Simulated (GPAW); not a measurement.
## H/Ni(100) in an electric field

How does H/Ni(100) screen a perpendicular field?

Method: GPAW, PAW setups; slab in vacuum, relaxation, in the first sound run; inputs show where later runs differ, in GPAW 26.7.0.

## 1. The structure

The cell holds 5 atoms: 4 Ni and 1 H. Its edges and angles: a = 2.489 Å, b = 2.489 Å, c = 20.204 Å, α = 90.0°, β = 90.0°, γ = 90.0°. Vacuum lies along c.

Coordinates:

```
Ni H
1.0
     2.48902    0.00000    0.00000
     0.00000    2.48902    0.00000
     0.00000    0.00000   20.20396
Ni H
4 1
Direct
  0.50000 0.50000 0.34647
  0.00000 0.00000 0.43358
  0.50000 0.50000 0.52069
  0.00000 0.00000 0.60780
  0.50000 0.00000 0.65353
```

## 2. Relaxing the atoms

Forces are removed first; all later runs use this geometry. The lowest 2 atoms are held at bulk positions and keep their forces.

Input file run.py:

```python
import json
import numpy as np
from ase import Atoms
from ase.constraints import FixAtoms
from ase.optimize import BFGS
from gpaw import GPAW, PW

slab = Atoms(
    ['Ni', 'Ni', 'Ni', 'Ni', 'H'],
    positions=[
        [1.24451, 1.24451, 7.00000],
        [0.00000, 0.00000, 8.76000],
        [1.24451, 1.24451, 10.52000],
        [0.00000, 0.00000, 12.28000],
        [1.24451, 0.00000, 13.20396]],
    cell=[[2.48902, 0.0, 0.0], [0.0, 2.48902, 0.0], [0.0, 0.0, 20.20396]],
    pbc=[True, True, False],
    magmoms=[0.7, 0.7, 0.7, 0.7, 0.0])

slab.calc = GPAW(mode=PW(500), xc='PBE', kpts={'size': (13, 13, 1), 'gamma': True},
                 occupations={'name': 'fermi-dirac', 'width': 0.1}, nbands='160%',
                 convergence={'density': 1e-05}, maxiter=200,
                 poissonsolver={'dipolelayer': 'xy'},
                 symmetry={'tolerance': 1e-3, 'extra_ids': [1, 1, 0, 0, 0]}, txt='slab.txt')
result = {}
slab.set_constraint(FixAtoms([0, 1]))
path = []
opt = BFGS(slab, maxstep=0.2)
opt.attach(lambda: path.append((slab.get_potential_energy(), slab.positions.tolist(), slab.get_forces().tolist())))
result['relaxed'] = bool(opt.run(fmax=0.03, steps=40))
result['path'] = path
energy = slab.get_potential_energy()
fermi = slab.calc.get_fermi_level()
v = slab.calc.get_electrostatic_potential().mean((0, 1)) - fermi
n = slab.calc.get_pseudo_density().mean((0, 1))
L = slab.cell[2, 2]
z = np.arange(len(v)) * L / len(v)
low, high = slab.positions[:, 2].min(), slab.positions[:, 2].max()
below, above = np.interp([low - 4.8, high + 4.8], z, v)
slopes = [np.interp(x, z, np.gradient(v, z)) for x in (low - 4.8, high + 4.8)]
eps = np.array([[slab.calc.get_eigenvalues(k, s) for k in range(len(slab.calc.get_ibz_k_points()))]
                for s in range(slab.calc.get_number_of_spins())]) - fermi
top, bottom = eps[eps < 0].max(), eps[eps > 0].min()
dipole = slab.get_dipole_moment()[2]
print(f'energy {energy:.4f} eV, Fermi level {fermi:.4f} eV, dipole {dipole:.5f} e A')
print(f'potential 4.8 A off the faces, from the Fermi level: lower {below:.4f} eV, upper {above:.4f} eV')
print(f'slope of the potential there: lower {slopes[0]:.5f}, upper {slopes[1]:.5f} eV/A')
print(f'nearest levels on the mesh: {top:.4f} and {bottom:.4f} eV')
print('magnetic moment', round(slab.get_magnetic_moment(), 3))
result.update(energy=energy, fermi=fermi, dipole=dipole, below=below, above=above, slopes=slopes, edges=[top, bottom],
              z=z.tolist(), v=v.tolist(), n=n.tolist(), positions=slab.positions.tolist(),
              forces=slab.get_forces(apply_constraint=False).tolist(), moments=slab.get_magnetic_moments().tolist())
json.dump(result, open('result.json', 'w'))
```

Command:

```
$ OMP_NUM_THREADS=1 OPENBLAS_NUM_THREADS=1 python run.py
```

Log:

```text
Step          Energy          fmax
BFGS:    0      -31.193776        0.757270
BFGS:    1      -31.206091        0.611598
BFGS:    2      -31.224880        0.146535
BFGS:    3      -31.225793        0.159947
BFGS:    4      -31.228455        0.119746
BFGS:    5      -31.228894        0.107895
BFGS:    6      -31.229608        0.148661
BFGS:    7      -31.230639        0.169201
BFGS:    8      -31.232240        0.151288
BFGS:    9      -31.233523        0.087799
BFGS:   10      -31.233979        0.031649
BFGS:   11      -31.234029        0.003504
energy -31.1276 eV, Fermi level -0.2699 eV, dipole -0.01984 e A
potential 4.8 A off the faces, from the Fermi level: lower 4.9506 eV, upper 5.5253 eV
slope of the potential there: lower -0.00066, upper -0.00015 eV/A
nearest levels on the mesh: -0.0002 and 0.0018 eV
magnetic moment 2.224
```

It took 3.6 h on 1 thread of Arm Neoverse N1, shared host; peak memory 0.49 GiB.

Relaxation path:

```
step  energy less that of the first step (eV)  largest force (eV/Å)
   1                                   0.0000                0.7573
   2                                  -0.0122                0.6116
   3                                  -0.0308                0.1465
   4                                  -0.0318                0.1599
   5                                  -0.0346                0.1197
   6                                  -0.0350                0.1079
   7                                  -0.0357                0.1487
   8                                  -0.0367                0.1692
   9                                  -0.0380                0.1513
  10                                  -0.0389                0.0878
  11                                  -0.0392                0.0316
  12                                  -0.0392                0.0035
```

The atoms that moved most (Å):

```
atom     dx     dy     dz  length
  H5  0.000  0.000  0.135   0.135
 Ni4  0.000  0.000  0.032   0.032
 Ni3  0.000  0.000  0.019   0.019
```

The relaxed structure:

```xyz
5
Lattice="2.4890 0.0000 0.0000 0.0000 2.4890 0.0000 0.0000 0.0000 20.2040" Properties=species:S:1:pos:R:3
Ni    1.2445    1.2445    7.0000
Ni    0.0000    0.0000    8.7600
Ni    1.2445    1.2445   10.5385
Ni    0.0000    0.0000   12.3121
H     1.2445    0.0000   13.3393
```

This step gave:

* dipole along the normal: -0.01984 e·Å
* levels nearest the Fermi level on the mesh: -1.64e-4, 0.001807 eV from the Fermi level
* upper work function: 5.525 eV
* lower work function: 4.951 eV
* site moments: 0.7795, 0.6980, 0.6141, 0.2691, -0.004787 μB
* sum of the site moments: 2.356 μB

The electrostatic potential energy of an electron (without an applied field's), less the Fermi level, planar mean oscillates, so the rows of the table below give means over windows of 1 Å about each position, cut where the curve ends. Its maxima inside the range that stand out by 2 % of the span (Å: eV): 7.9: -2.10, 9.6: -2.05, 11.4: -1.98. Its minima: 7.0: -15.7, 8.8: -15.9, 10.6: -15.7, 12.3: -15.7.

The electrostatic potential energy of an electron (without an applied field's), less the Fermi level, planar mean by z; means over each step:

```
z (Å)  electrostatic potential energy of an electron (without an applied field's), less the Fermi level, planar mean (eV)
    0                                                                                                                5.06
    1                                                                                                                4.95
    2                                                                                                                4.95
    3                                                                                                                4.95
    4                                                                                                                4.93
    5                                                                                                                4.64
    6                                                                                                               0.878
    7                                                                                                               -11.9
    8                                                                                                               -5.07
    9                                                                                                               -10.9
   10                                                                                                               -7.20
   11                                                                                                               -8.19
   12                                                                                                               -9.98
   13                                                                                                               -4.52
   14                                                                                                                4.00
   15                                                                                                                5.46
   16                                                                                                                5.52
   17                                                                                                                5.53
   18                                                                                                                5.53
   19                                                                                                                5.53
   20                                                                                                                5.47
```

Table of pseudo valence density, planar mean by z:

z (Å), pseudo valence density, planar mean (e/Å³) and a bar:
```
     0.00       0.00 
     0.58       0.00 
     1.15       0.00 
     1.54       0.00 
     2.12       0.00 
     2.69       0.00 
     3.27       0.00 
     3.85       0.00 
     4.23       0.00 
     4.81       0.01 
     5.39       0.02 
     5.96       0.11 #
     6.54       0.95 #########
     7.12       3.04 #############################
     7.50       0.83 ########
     8.08       0.46 ####
     8.66       3.13 ##############################
     9.24       0.92 #########
     9.81       0.41 ####
    10.20       1.63 ################
    10.78       2.33 ######################
    11.35       0.37 ####
    11.93       1.38 #############
    12.51       2.61 #########################
    12.89       0.62 ######
    13.47       0.23 ##
    14.05       0.05 
    14.62       0.01 
    15.20       0.00 
    15.78       0.00 
    16.16       0.00 
    16.74       0.00 
    17.32       0.00 
    17.89       0.00 
    18.47       0.00 
    18.86       0.00 
    19.43       0.00 
    20.01       0.00
```

Site moment by atom:

```
atom  site moment (μB)
 Ni1             0.780
 Ni2             0.698
 Ni3             0.614
 Ni4             0.269
  H5            -0.005
```

The relaxation lowered the energy of the cell by 0.0392 eV (energies extrapolated to zero smearing; the optimiser's log prints free energies). The largest force left on a free atom is 0.0035 eV/Å.

## 3. The slab's potential

With the geometry fixed, the planar mean of the potential gives the vacuum level on each side.

This step: GPAW, PAW setups; slab in vacuum (GPAW 26.7.0).

run.py, as its differences from that of step 2:

```diff
@@ -3,4 +3,2 @@
 from ase import Atoms
-from ase.constraints import FixAtoms
-from ase.optimize import BFGS
 from gpaw import GPAW, PW
@@ -12,5 +10,5 @@
         [0.00000, 0.00000, 8.76000],
-        [1.24451, 1.24451, 10.52000],
-        [0.00000, 0.00000, 12.28000],
-        [1.24451, 0.00000, 13.20396]],
+        [1.24451, 1.24451, 10.53855],
+        [0.00000, -0.00000, 12.31210],
+        [1.24451, -0.00000, 13.33935]],
     cell=[[2.48902, 0.0, 0.0], [0.0, 2.48902, 0.0], [0.0, 0.0, 20.20396]],
@@ -23,10 +21,4 @@
                  poissonsolver={'dipolelayer': 'xy'},
-                 symmetry={'tolerance': 1e-3, 'extra_ids': [1, 1, 0, 0, 0]}, txt='slab.txt')
+                 symmetry={'tolerance': 1e-3}, txt='slab.txt')
 result = {}
-slab.set_constraint(FixAtoms([0, 1]))
-path = []
-opt = BFGS(slab, maxstep=0.2)
-opt.attach(lambda: path.append((slab.get_potential_energy(), slab.positions.tolist(), slab.get_forces().tolist())))
-result['relaxed'] = bool(opt.run(fmax=0.03, steps=40))
-result['path'] = path
 energy = slab.get_potential_energy()
```

Log:

```text
energy -31.1276 eV, Fermi level -0.2699 eV, dipole -0.01986 e A
potential 4.8 A off the faces, from the Fermi level: lower 4.9502 eV, upper 5.5257 eV
slope of the potential there: lower -0.00066, upper -0.00015 eV/A
nearest levels on the mesh: -0.0002 and 0.0018 eV
magnetic moment 2.225
```

The job ended after 24 min (1 thread; peak memory 0.49 GiB).

Numbers from this step:

```
dipole along the normal                    : -0.01986 e·Å
levels nearest the Fermi level on the mesh : -1.77e-4, 0.001832 eV from the Fermi level
upper work function                        : 5.526 eV
lower work function                        : 4.950 eV
site moments                               : 0.7795, 0.6980, 0.6141, 0.2693, -0.004790 μB
```

The electrostatic potential energy of an electron (without an applied field's), less the Fermi level, planar mean by z:

z (Å), electrostatic potential energy of an electron (without an applied field's), less the Fermi level, planar mean (eV) and a bar from the least value:
```
      0.0        5.2 ##############################
      0.5        5.0 #############################
      1.0        5.0 #############################
      1.5        5.0 #############################
      2.0        5.0 #############################
      2.5        4.9 #############################
      3.0        4.9 #############################
      3.5        4.9 #############################
      4.0        4.9 #############################
      4.5        4.9 #############################
      5.0        4.7 #############################
      5.5        4.1 ############################
      6.0        1.8 #########################
      6.5       -6.0 ##############
      7.0      -15.6 
      7.5       -6.4 #############
      8.0       -2.6 ##################
      8.5      -12.4 #####
      9.0      -12.8 ####
      9.5       -2.8 ##################
     10.0       -5.7 ##############
     10.5      -15.7 
     11.0       -7.4 ############
     11.5       -2.2 ###################
     12.0      -11.0 #######
     12.5      -13.7 ###
     13.0       -2.9 ##################
     13.5        0.8 #######################
     14.0        4.5 #############################
     14.5        5.3 ##############################
     15.0        5.5 ##############################
     15.5        5.5 ##############################
     16.0        5.5 ##############################
     16.5        5.5 ##############################
     17.0        5.5 ##############################
     17.5        5.5 ##############################
     18.0        5.5 ##############################
     18.5        5.5 ##############################
     19.0        5.5 ##############################
     19.5        5.5 ##############################
     20.0        5.4 ##############################
```

Pseudo valence density, planar mean against z:

```
z (Å)  pseudo valence density, planar mean (e/Å³)
  3.5                                      1.9e-4
  4.0                                      6.8e-4
  4.5                                     0.00249
  5.0                                     0.00872
  5.5                                      0.0322
  6.0                                       0.122
  6.5                                       0.824
  7.0                                        3.15
  7.5                                       0.852
  8.0                                       0.421
  8.5                                        2.14
  9.0                                        2.27
  9.5                                       0.427
 10.0                                       0.722
 10.5                                        3.13
 11.0                                        1.03
 11.5                                       0.385
 12.0                                        1.84
 12.5                                        2.64
 13.0                                       0.490
 13.5                                       0.215
 14.0                                      0.0572
 14.5                                      0.0123
 15.0                                     0.00250
 15.5                                      5.5e-4
 16.0                                      1.1e-4
```

Force by atom:

```
atom  x (eV/Å)  y (eV/Å)  z (eV/Å)   size
 Ni1     0.000     0.000     0.263  0.263
 Ni2     0.000     0.000    -0.260  0.260
 Ni3     0.000     0.000     0.000  0.000
 Ni4     0.000     0.000    -0.004  0.004
  H5     0.000     0.000     0.001  0.001
```

The potential is flat to 6.6e-4 eV/Å where it is read, so the vacuum is wide enough.

## 4. Field on

A uniform field along the normal polarises the slab; the atoms stay fixed, so this is the electronic response alone.

run.py, as its differences from that of step 3:

```diff
@@ -4,2 +4,3 @@
 from gpaw import GPAW, PW
+from gpaw.external import ConstantElectricField
 
@@ -21,2 +22,3 @@
                  poissonsolver={'dipolelayer': 'xy'},
+                 external=ConstantElectricField(-0.2, [0, 0, 1]),
                  symmetry={'tolerance': 1e-3}, txt='slab.txt')
```

Log:

```text
energy -31.1373 eV, Fermi level -0.2162 eV, dipole -0.07747 e A
potential 4.8 A off the faces, from the Fermi level: lower 4.0155 eV, upper 6.2791 eV
slope of the potential there: lower -0.00052, upper -0.00014 eV/A
nearest levels on the mesh: -0.0064 and 0.0001 eV
magnetic moment 2.226
```

Wall time 79 min (1 thread); peak memory 0.76 GiB.

This step gave:

| Quantity | Value |
| --- | --- |
| dipole along the normal | -0.07747 e·Å |
| levels nearest the Fermi level on the mesh | -0.006399, 5.40e-5 eV from the Fermi level |
| site moments | 0.7818, 0.6986, 0.6131, 0.2672, -0.004702 μB |
| potential below the slab, the applied field's own ramp left out | 4.016 eV from the Fermi level |
| potential above the slab, the applied field's own ramp left out | 6.279 eV from the Fermi level |

The electrostatic potential energy of an electron (without an applied field's), less the Fermi level, planar mean oscillates, so the rows of the table below give means over windows of 1.83 Å about each position, cut where the curve ends. Its maxima inside the range that stand out by 2 % of the span (Å: eV): 7.9: -2.54, 9.6: -2.14, 11.4: -1.71, 17.6: 6.28. Its minima: 7.0: -16.3, 8.8: -16.2, 10.6: -15.6, 12.3: -15.2.

The electrostatic potential energy of an electron (without an applied field's), less the Fermi level, planar mean by z; means over each step:

z (Å), electrostatic potential energy of an electron (without an applied field's), less the Fermi level, planar mean (eV) and a bar from the least value:
```
     0.92        4.1 ##########################
     2.75        4.0 ##########################
     4.58        3.9 #########################
     6.41       -5.9 ######
     8.23       -8.9 
    10.07       -8.4 #
    11.89       -7.9 ##
    13.73        2.5 #######################
    15.55        6.3 ##############################
    17.38        6.3 ##############################
    19.21        6.2 ##############################
```

Force by atom:

```
atom  x (eV/Å)  y (eV/Å)  z (eV/Å)   size
 Ni1     0.000     0.000     0.264  0.264
 Ni2     0.000     0.000    -0.260  0.260
 Ni3     0.000     0.000    -0.001  0.001
 Ni4     0.000     0.000    -0.002  0.002
  H5     0.000     0.000     0.001  0.001
```

The dipole is now -0.0775 e Å, against -0.020 in the run without a field.

(Continued in part 2 of 2.)

[Logs are printed without paths, hosts, clocks, repeated set-up lines and the standing remarks that a program may print on its own settings, such as how far it seeks lower states.]

[Hosts, paths, dates, database ids (printed as entryN), source tags and the programs' standing remarks are cut or masked in the printed files.]
